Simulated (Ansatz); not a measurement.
**Li on Ag(100): change of the work function**

How does Li on the hollow site change the work function of Ag(100) as the layer fills?

Main program and level: Ansatz 0.2.0; plane-wave DFT, PBE, Ansatz PAW.

## Step 1: Starting point

The cell holds 4 atoms: 4 Ag. Its edges and angles: a = 2.892 Å, b = 2.892 Å, c = 24.135 Å, α = 90.0°, β = 90.0°, γ = 90.0°. Vacuum lies along c.

## Step 2: The clean slab

The bare slab comes first, as the zero from which every change is counted. The two lowest layers are held at bulk places and the upper ones relax. The dipole correction removes the false field that a one-sided slab makes across the periodic vacuum, so each face gets a flat vacuum level of its own.

The input, input.yaml:

```yaml
crystal:
  lattice:
    - [2.8920667351, 0.0, 0.0]
    - [0.0, 2.8920667351, 0.0]
    - [0.0, 0.0, 24.135]
  atoms:
    - { symbol: Ag, position: [0.5, 0.5, 0.3729024239] }
    - { symbol: Ag, position: [0.0, 0.0, 0.4576341413] }
    - { symbol: Ag, position: [0.5, 0.5, 0.5423658587] }
    - { symbol: Ag, position: [0.0, 0.0, 0.6270975761] }
kpoints:
  mp_grid: { grid: [12, 12, 1] }
hamiltonian:
  xc: pbe
scf:
  occupations: { method: fermi_dirac, width: 0.1 }
  convergence: { dr2_threshold: 1.0e-08 }
efield:
  axis: 3
  dipole_correction: true
  ramp_position: 0.97
  ramp_width: 0.06
relax:
  f_tol: 0.02
  max_steps: 60
  constraints: [{ sites: [0, 1] }]
output:
  write_potential: true
  write_density: true
  volumetric_format: npy
```

Started as:

```console
ansatz run input.yaml --threads 4 --pin off --max-ram 6144MiB --backend cpu --events-out ev --progress --plain --runs-dir out
```

Numbers of over 12 decimals in the logs are rounded to 6 here.

Log:

```text
Engine: ansatz 0.2.0, x86_64-unknown-linux-gnu
Pseudopotentials: kind: paw
Pseudopotential: Ag, paw, valence charge 19, recommended cutoff 420 eV (normal), Ag.paw.azcp
Functional definition: PBE
  parameter kappa = 0.804
  parameter beta = 0.066725
  exchange = pbe_x(kappa = kappa, mu = beta*pi^2/3)
  correlation = pbe_c(beta = beta)
Crystal: 4 atoms, lattice volume = 201.866 Å³
Basis set: ecut = 420 eV, 3917 PW (Γ), exchange–correlation on 40×40×324 points (8 copies of the dense FFT grid, shifted against one another)
Bands: 46, of which v1, the nominal top of the filled ones, is band 38 counted from 1 (37 counted from 0)
Symmetry: 8 space group operations
k-points: 28 of 144
Non-local potential: Ag, projectors of the file, l = 0: 3, l = 1: 2, l = 2: 2, l = 3: 1
PAW form: soft (Blöchl's): semilocal exchange-correlation on the pseudo side does not see the compensation charge
PAW one-centre angular grid: Ag, 590 points (default); XC on 64 Gauss nodes
Initial density: superposition of atomic densities (neutral atoms: chi_scale 0, normalization atom), corrected by the library's trained network
Initial wavefunctions: pseudopotential atomic-orbital guess
Functional: x = pbe(κ = 0.804, μ = 0.219515), c = pbe(β = 0.066725)
SCF iter   1: F=—  HF=-30361.340084 eV  |F-HF|=—  |Δ(HF+E_count)|=         —  Δρ=9.03e-4  dr2=2.92e-3  ethr=1.77e-3  p=0.000 e·Å  D=3.97e-13 V/Å  ΔV_dip=-0.00 eV  dr2_dipole=4.43e-9  V_vac-E_F(+/−)=4.19/4.19 eV  ⟨swp⟩=7.9  Hψ=5507  notcnv=0  defer=6
efield: sawtooth ramp at fractional position 0.9700 (set: `efield.ramp_position`, or a place that a band, a saddle search or an elastic batch's reference lends), width 0.0600; the density the first Hamiltonian is built on has a dipole p = 0.000 e·Å; the dipole correction subtracts the counter field D = 3.97e-13 V/Å, which shifts the + side's vacuum level by -0.00 eV against the − side's; the planar-averaged density in the ramp window peaks in size at 4.8e-6 e/Å³
preconditioner: auto → LDOS  [metal: Δε(μ)=0.119 eV  Ē_g=9.007 eV  σ=0.100 eV  W_gap=0.28  n_scr=44 (ndim 8)  ℏωp=17.3 eV  f_vac=0.610  D(μ)=1.07/eV (n_scr^D=6)  β→1.0]
SCF iter   2: F=—  HF=-30361.345100 eV  |F-HF|=—  |Δ(HF+E_count)|=   5.02e-3  Δρ=8.96e-4  dr2=1.74e-3  ethr=3.84e-6  p=-0.000 e·Å  D=-7.64e-6 V/Å  ΔV_dip=0.00 eV  dr2_dipole=1.75e-9  V_vac-E_F(+/−)=4.23/4.23 eV  ⟨swp⟩=3.0  Hψ=3082  notcnv=0  defer=35
SCF iter   3: F=—  HF=-30361.344740 eV  |F-HF|=—  |Δ(HF+E_count)|=   3.60e-4  Δρ=3.66e-4  dr2=2.21e-4  ethr=2.29e-6  p=-0.000 e·Å  D=-3.20e-6 V/Å  ΔV_dip=0.00 eV  dr2_dipole=1.43e-9  V_vac-E_F(+/−)=4.23/4.23 eV  ⟨swp⟩=2.1  Hψ=2096  notcnv=0  defer=35
SCF iter   4: F=—  HF=-30361.344697 eV  |F-HF|=—  |Δ(HF+E_count)|=   4.25e-5  Δρ=5.37e-5  dr2=7.54e-6  ethr=2.91e-7  p=-0.000 e·Å  D=-1.93e-6 V/Å  ΔV_dip=0.00 eV  dr2_dipole=2.73e-10  V_vac-E_F(+/−)=4.23/4.23 eV  ⟨swp⟩=2.1  Hψ=1960  notcnv=0  defer=35
SCF iter   5: F=—  HF=-30361.344706 eV  |F-HF|=—  |Δ(HF+E_count)|=   8.67e-6  Δρ=2.23e-5  dr2=1.20e-6  ethr=9.91e-9  p=-0.000 e·Å  D=-8.26e-7 V/Å  ΔV_dip=0.00 eV  dr2_dipole=2.40e-11  V_vac-E_F(+/−)=4.23/4.23 eV  ⟨swp⟩=2.3  Hψ=2132  notcnv=0  defer=35
SCF iter   6: F=—  HF=-30361.344706 eV  |F-HF|=—  |Δ(HF+E_count)|=   1.67e-7  Δρ=7.88e-6  dr2=1.50e-7  ethr=1.58e-9  p=-0.000 e·Å  D=-2.96e-7 V/Å  ΔV_dip=0.00 eV  dr2_dipole=5.91e-13  V_vac-E_F(+/−)=4.23/4.23 eV  ⟨swp⟩=2.0  Hψ=1850  notcnv=0  defer=35
SCF iter   7: F=-30361.344706 eV  HF=-30361.344706 eV  |F-HF|=1.90e-8  |Δ(HF+E_count)|=   2.78e-8  Δρ=2.32e-6  dr2=9.52e-9  ethr=1.32e-11  p=-0.000 e·Å  D=-1.45e-7 V/Å  ΔV_dip=0.00 eV  dr2_dipole=3.89e-14  V_vac-E_F(+/−)=4.23/4.23 eV  ⟨swp⟩=7.3  Hψ=8726  notcnv=0
SCF 1 converged in 7 iterations: F = -30361.344706 eV  dr2 = 9.52e-9
  greatest PAW one-centre occupation: 1.000 electrons in one spin orbital (limit 2), on the Ag atom at site 1 (counted from 0), in its partial waves of l = 0
relax step   1: F+E_penalty+E_count = -30361.34470629 eV  Δ(F+E_penalty+E_count) = +0.000e0 eV  max|allowed force component| = 1.102e-1 eV/Å  Δτ_max = 0.0000 Å  (7 SCF iters, accepted)
Initial density: handed on by an earlier stage of this run
Initial wavefunctions: those handed on with the density
iter 1 solved again at ethr=3.44e-5 eV; its pass at ethr=3.10e-3 eV (dr2=2.61e-2 eV) is discarded
SCF iter   1: F=—  HF=-30361.358107 eV  |F-HF|=—  |Δ(HF+E_count)|=         —  Δρ=3.49e-3  dr2=2.40e-2  ethr=3.44e-5  p=0.000 e·Å  D=1.12e-7 V/Å  ΔV_dip=-0.00 eV  dr2_dipole=3.97e-5  V_vac-E_F(+/−)=4.24/4.24 eV  ⟨swp⟩=2.0  Hψ=5174  notcnv=0  defer=46
efield: sawtooth ramp at fractional position 0.9700 (set: `efield.ramp_position`, or a place that a band, a saddle search or an elastic batch's reference lends), width 0.0600; the density the first Hamiltonian is built on has a dipole p = 0.000 e·Å; the dipole correction subtracts the counter field D = 1.12e-7 V/Å, which shifts the + side's vacuum level by -0.00 eV against the − side's; the planar-averaged density in the ramp window peaks in size at 6.4e-7 e/Å³
preconditioner: auto → LDOS  [metal: Δε(μ)=0.119 eV  Ē_g=8.924 eV  σ=0.100 eV  W_gap=0.29  n_scr=44 (ndim 8)  ℏωp=17.3 eV  f_vac=0.604  D(μ)=1.17/eV (n_scr^D=6)  β→1.0]
SCF iter   2: F=—  HF=-30361.356355 eV  |F-HF|=—  |Δ(HF+E_count)|=   1.75e-3  Δρ=2.86e-3  dr2=3.09e-2  ethr=3.16e-5  p=0.002 e·Å  D=1.76e-3 V/Å  ΔV_dip=-0.04 eV  dr2_dipole=4.06e-3  V_vac-E_F(+/−)=4.19/4.23 eV  ⟨swp⟩=2.0  Hψ=2336  notcnv=0  defer=46
SCF iter   3: F=—  HF=-30361.350079 eV  |F-HF|=—  |Δ(HF+E_count)|=   6.28e-3  Δρ=5.21e-4  dr2=9.87e-4  ethr=3.16e-5  p=-0.000 e·Å  D=-2.51e-4 V/Å  ΔV_dip=0.01 eV  dr2_dipole=1.99e-4  V_vac-E_F(+/−)=4.24/4.24 eV  ⟨swp⟩=2.0  Hψ=1949  notcnv=0  defer=46
SCF iter   4: F=—  HF=-30361.350179 eV  |F-HF|=—  |Δ(HF+E_count)|=   9.95e-5  Δρ=6.32e-4  dr2=7.38e-4  ethr=1.30e-6  p=-0.000 e·Å  D=-2.97e-4 V/Å  ΔV_dip=0.01 eV  dr2_dipole=1.08e-7  V_vac-E_F(+/−)=4.24/4.24 eV  ⟨swp⟩=2.0  Hψ=2295  notcnv=0  defer=46
SCF iter   5: F=—  HF=-30361.349979 eV  |F-HF|=—  |Δ(HF+E_count)|=   2.00e-4  Δρ=3.60e-5  dr2=2.35e-6  ethr=9.71e-7  p=-0.001 e·Å  D=-5.46e-4 V/Å  ΔV_dip=0.01 eV  dr2_dipole=2.99e-7  V_vac-E_F(+/−)=4.25/4.24 eV  ⟨swp⟩=2.0  Hψ=2232  notcnv=0  defer=46
SCF iter   6: F=—  HF=-30361.350015 eV  |F-HF|=—  |Δ(HF+E_count)|=   3.60e-5  Δρ=1.30e-5  dr2=3.15e-7  ethr=3.10e-9  p=-0.001 e·Å  D=-5.70e-4 V/Å  ΔV_dip=0.01 eV  dr2_dipole=1.51e-8  V_vac-E_F(+/−)=4.25/4.24 eV  ⟨swp⟩=3.0  Hψ=2323  notcnv=0  defer=49
SCF iter   7: F=—  HF=-30361.350015 eV  |F-HF|=—  |Δ(HF+E_count)|=   3.22e-7  Δρ=3.74e-6  dr2=3.71e-8  ethr=4.15e-10  p=-0.001 e·Å  D=-5.79e-4 V/Å  ΔV_dip=0.01 eV  dr2_dipole=1.28e-9  V_vac-E_F(+/−)=4.25/4.24 eV  ⟨swp⟩=2.0  Hψ=1866  notcnv=0  defer=51
SCF iter   8: F=-30361.350015 eV  HF=-30361.350015 eV  |F-HF|=9.96e-9  |Δ(HF+E_count)|=   2.02e-8  Δρ=1.51e-6  dr2=4.03e-9  ethr=1.32e-11  p=-0.001 e·Å  D=-5.85e-4 V/Å  ΔV_dip=0.01 eV  dr2_dipole=9.82e-11  V_vac-E_F(+/−)=4.25/4.24 eV  ⟨swp⟩=9.0  Hψ=7977  notcnv=0
SCF 2 converged in 8 iterations: F = -30361.350015 eV  dr2 = 4.03e-9
relax step   2: F+E_penalty+E_count = -30361.35001537 eV  Δ(F+E_penalty+E_count) = -5.309e-3 eV  max|allowed force component| = 8.596e-2 eV/Å  Δτ_max = 0.1538 Å  (8 SCF iters, accepted)
SCF iter   1: F=—  HF=-30361.354394 eV  |F-HF|=—  |Δ(HF+E_count)|=         —  Δρ=1.45e-3  dr2=4.45e-3  ethr=5.34e-5  p=-0.001 e·Å  D=-5.85e-4 V/Å  ΔV_dip=0.01 eV  dr2_dipole=5.19e-5  V_vac-E_F(+/−)=4.25/4.23 eV  ⟨swp⟩=4.6  Hψ=3474  notcnv=0  defer=50
efield: sawtooth ramp at fractional position 0.9700 (set: `efield.ramp_position`, or a place that a band, a saddle search or an elastic batch's reference lends), width 0.0600; the density the first Hamiltonian is built on has a dipole p = -0.001 e·Å; the dipole correction subtracts the counter field D = -5.85e-4 V/Å, which shifts the + side's vacuum level by +0.01 eV against the − side's; the planar-averaged density in the ramp window peaks in size at 4.0e-7 e/Å³
preconditioner: auto → LDOS  [metal: Δε(μ)=0.130 eV  Ē_g=8.950 eV  σ=0.100 eV  W_gap=0.31  n_scr=44 (ndim 8)  ℏωp=17.3 eV  f_vac=0.606  D(μ)=1.11/eV (n_scr^D=6)  β→1.0]
SCF iter   2: F=—  HF=-30361.354257 eV  |F-HF|=—  |Δ(HF+E_count)|=   1.37e-4  Δρ=1.33e-3  dr2=5.72e-3  ethr=5.85e-6  p=-0.002 e·Å  D=-1.43e-3 V/Å  ΔV_dip=0.03 eV  dr2_dipole=3.82e-4  V_vac-E_F(+/−)=4.27/4.24 eV  ⟨swp⟩=2.3  Hψ=2617  notcnv=0  defer=50
SCF iter   3: F=—  HF=-30361.352986 eV  |F-HF|=—  |Δ(HF+E_count)|=   1.27e-3  Δρ=2.74e-4  dr2=1.68e-4  ethr=5.85e-6  p=-0.001 e·Å  D=-4.82e-4 V/Å  ΔV_dip=0.01 eV  dr2_dipole=1.17e-5  V_vac-E_F(+/−)=4.25/4.23 eV  ⟨swp⟩=2.0  Hψ=2030  notcnv=0  defer=50
SCF iter   4: F=—  HF=-30361.352989 eV  |F-HF|=—  |Δ(HF+E_count)|=   3.30e-6  Δρ=2.42e-4  dr2=1.03e-4  ethr=2.21e-7  p=-0.001 e·Å  D=-5.04e-4 V/Å  ΔV_dip=0.01 eV  dr2_dipole=3.85e-8  V_vac-E_F(+/−)=4.25/4.23 eV  ⟨swp⟩=2.6  Hψ=2285  notcnv=0  defer=50
SCF iter   5: F=—  HF=-30361.352970 eV  |F-HF|=—  |Δ(HF+E_count)|=   1.88e-5  Δρ=8.74e-5  dr2=1.41e-5  ethr=1.35e-7  p=-0.001 e·Å  D=-4.56e-4 V/Å  ΔV_dip=0.01 eV  dr2_dipole=8.84e-9  V_vac-E_F(+/−)=4.24/4.23 eV  ⟨swp⟩=2.0  Hψ=1676  notcnv=0  defer=50
SCF iter   6: F=—  HF=-30361.352977 eV  |F-HF|=—  |Δ(HF+E_count)|=   6.35e-6  Δρ=2.30e-5  dr2=1.01e-6  ethr=1.86e-8  p=-0.000 e·Å  D=-4.19e-4 V/Å  ΔV_dip=0.01 eV  dr2_dipole=2.19e-8  V_vac-E_F(+/−)=4.24/4.23 eV  ⟨swp⟩=2.0  Hψ=2122  notcnv=0  defer=50
SCF iter   7: F=—  HF=-30361.352989 eV  |F-HF|=—  |Δ(HF+E_count)|=   1.24e-5  Δρ=4.61e-6  dr2=5.42e-8  ethr=1.33e-9  p=-0.000 e·Å  D=-4.08e-4 V/Å  ΔV_dip=0.01 eV  dr2_dipole=6.96e-9  V_vac-E_F(+/−)=4.24/4.23 eV  ⟨swp⟩=2.0  Hψ=2043  notcnv=0  defer=50
SCF iter   8: F=-30361.352989 eV  HF=-30361.352989 eV  |F-HF|=4.22e-10  |Δ(HF+E_count)|=   3.58e-9  Δρ=1.26e-6  dr2=3.95e-9  ethr=1.32e-11  p=-0.000 e·Å  D=-4.02e-4 V/Å  ΔV_dip=0.01 eV  dr2_dipole=2.65e-10  V_vac-E_F(+/−)=4.24/4.23 eV  ⟨swp⟩=9.1  Hψ=8156  notcnv=0
SCF 3 converged in 8 iterations: F = -30361.352989 eV  dr2 = 3.95e-9
relax step   3: F+E_penalty+E_count = -30361.35298904 eV  Δ(F+E_penalty+E_count) = -2.974e-3 eV  max|allowed force component| = 6.064e-3 eV/Å  Δτ_max = 0.0609 Å  (8 SCF iters, accepted)
NSCF: frozen V_eff on 28 k-points
the band table was solved once a step of the walk had ended and its energy, with any forces and stress, was formed, with the checks that follow a solve (6825 applications of the Hamiltonian). They found nothing against the state; the energy, forces and stress were not computed again (output.eigenvalues in the input reference)
WARN: The output density's exchange-correlation potential varies sharply where the density is thin. Do not read a vacuum level from v_tot or v_xc, or from such a field of the output density. On a cell that repeats whose density bears no net charge and no dipole along the vacuum's axis use v_es (v_loc + v_h of the components); under efield.dipole_correction with no amplitude use v_es + v_field, which holds any externa [...]
SCF converged after 8 iterations
Free energy (F): -30361.352989 eV
Harris-Foulkes:  -30361.352989 eV  (|F-HF|=4.22e-10)
Internal energy: -30361.314367 eV  (E = F + TS)
E sigma→0 (E₀):  -30361.333678 eV
Entropy (-TS):   -0.038622 eV (-9.655 meV/atom)
Fermi energy:    3.092469 eV
Dipole field:    D = -0.000380 V/Å  (p = -0.000424 e·Å, saw-weighted, corrected)
Work function:   Φ+ = 4.2431 eV   Φ− = 4.2339 eV
Levels:          The Fermi level and band energies are counted from a zero that moves with the ramp; work functions are not
--- Per-component energies (eV) ---
  E_band       = -2008.033143
  E_kinetic    = 2108.706536
  E_local      = -119496.474573  (includes V_loc(G=0)·N_el)
  E_nonlocal   = 321.284065
  E_hartree    = 58822.081446
  E_xc         = -737.592717
  E_vxc        = -936.881144  (∫ρ·V_xc dr)
  E_paw        = -15609.609586  (= ΣΔE_a)
  E_vpaw       = -1648.829280  (= ΣTr[D̂ρ^β])
  E_aug_tail   = 0.001303  (compensation charges beyond the density's cutoff)
  E_efield     = 0.000000  (sawtooth field / dipole correction)
  E_vefield    = 0.001127  (∫n·V_field dr)
  E_ewald      = 44230.289159
  E_smearing   = -0.038622  (= −TS)
  E_closure    = 0.000000  (closes the sum)
  Σ components = -30361.352989   (vs F -30361.352989, Δ=0.00e0)
--- Forces (eV/Å), atoms counted from 1 ---
  atom   1  Ag     0.00000000     0.00000000    -0.09067585
  atom   2  Ag    -0.00000000     0.00000000     0.08068786
  atom   3  Ag     0.00000000     0.00000000     0.00606443
  atom   4  Ag    -0.00000000     0.00000000     0.00391743
  max |Σ_I F_I| component: 6.13e-6 eV/Å
--- Band table (eV; the first three rows and the last of 28) ---
  k-point 0: bands = [... 34 lower, 0.0459, 0.1262, 0.1943, 0.1943, 0.4083, 2.8425, 4.3409, 7.1872, ... 4 higher]
  k-point 1: bands = [... 34 lower, -0.0926, -0.0274, 0.0815, 0.2166, 0.7221, 3.0451, 4.6143, 7.3181, ... 4 higher]
  k-point 2: bands = [... 34 lower, -0.1400, -0.1245, 0.0515, 0.2137, 1.2303, 3.5782, 5.3249, 7.6855, ... 4 higher]
  k-point 27: bands = [... 34 lower, 0.5700, 0.5876, 5.5749, 5.5749, 7.4400, 7.4400, 9.8432, 9.8432, ... 4 higher]
--- Relaxed structure (3 steps of the walk, 3 accepted, 0 SCFs on fresh bases) ---
  F+E_penalty+E_count = -30361.35298904 eV   max|allowed force component| = 6.064e-3 eV/Å
  atoms:
    - { symbol: Ag, position: [0.5, 0.5, 0.3729024239] }
    - { symbol: Ag, position: [0.0, 0.0, 0.4576341413] }
    - { symbol: Ag, position: [0.5, 0.5, 0.544976] }
    - { symbol: Ag, position: [0, 0.0, 0.630949] }
```

It took 12 s on 4 threads of Intel Xeon Platinum 8488C (Sapphire Rapids), shared host; peak memory 0.64 GiB.

Step by step:

```csv
step,energy less that of the first step (eV),largest force component (eV/Å)
1,0.0000,0.1102
2,-0.0053,0.0860
3,-0.0083,0.0061
```

Forces are held to the 8 operations that the run works with; a distortion that breaks them can't arise in this run.

The atoms that moved most (Å):

| atom | dx | dy | dz | length |
| --- | --- | --- | --- | --- |
| Ag4 | 0.000 | 0.000 | 0.093 | 0.093 |
| Ag3 | 0.000 | 0.000 | 0.063 | 0.063 |

Final coordinates:

```xyz
4
Lattice="2.8921 0.0000 0.0000 0.0000 2.8921 0.0000 0.0000 0.0000 24.1350" Properties=species:S:1:pos:R:3
Ag    1.4460    1.4460    9.0000
Ag    0.0000    0.0000   11.0450
Ag    1.4460    1.4460   13.1530
Ag    0.0000    0.0000   15.2279
```

This step gave:

- energy at zero smearing: -30361.3337 eV
- work function, upper face: 4.243 eV
- dipole along the normal: -4.24e-4 e·Å

Running mean over 2.045 Å of the planar mean; the ramp of the sawtooth is left out. Electron's electrostatic potential energy less the Fermi level against z:

```csv
z (Å),electron's electrostatic potential energy less the Fermi level (eV)
3.0,4.23
3.5,4.23
4.0,4.23
4.5,4.23
5.0,4.23
5.5,4.22
6.0,4.18
6.5,4.06
7.0,3.63
7.5,1.94
8.0,-1.25
8.5,-4.31
9.0,-5.66
9.5,-5.92
10.0,-5.98
10.5,-6.01
11.0,-5.98
11.5,-5.77
12.0,-5.59
12.5,-5.67
13.0,-5.89
13.5,-5.90
14.0,-5.79
14.5,-5.77
15.0,-5.75
15.5,-5.14
16.0,-2.77
16.5,0.614
17.0,3.10
17.5,3.94
18.0,4.16
18.5,4.22
19.0,4.24
19.5,4.24
20.0,4.24
20.5,4.24
21.0,4.24
```

The relaxation took 3 steps and lowered the energy by 0.0083 eV; the largest force on the free atoms ends at 0.0061 eV/Å.

The work function of the upper face is 4.24 eV.

(Part 1 of 3 ends here.)

[Logs are printed without paths, hosts, clocks, repeated set-up lines and the standing remarks that a program may print on its own settings, such as how far it seeks lower states.]

[Hosts, paths, dates, database ids (printed as entryN), source tags and the programs' standing remarks are cut or masked in the printed files.]

[Maps of the electrostatic potential energy from Ansatz leave out the sawtooth potential of an applied field or a dipole correction, so their vacuum need not be flat; planar profiles and work functions include it.]
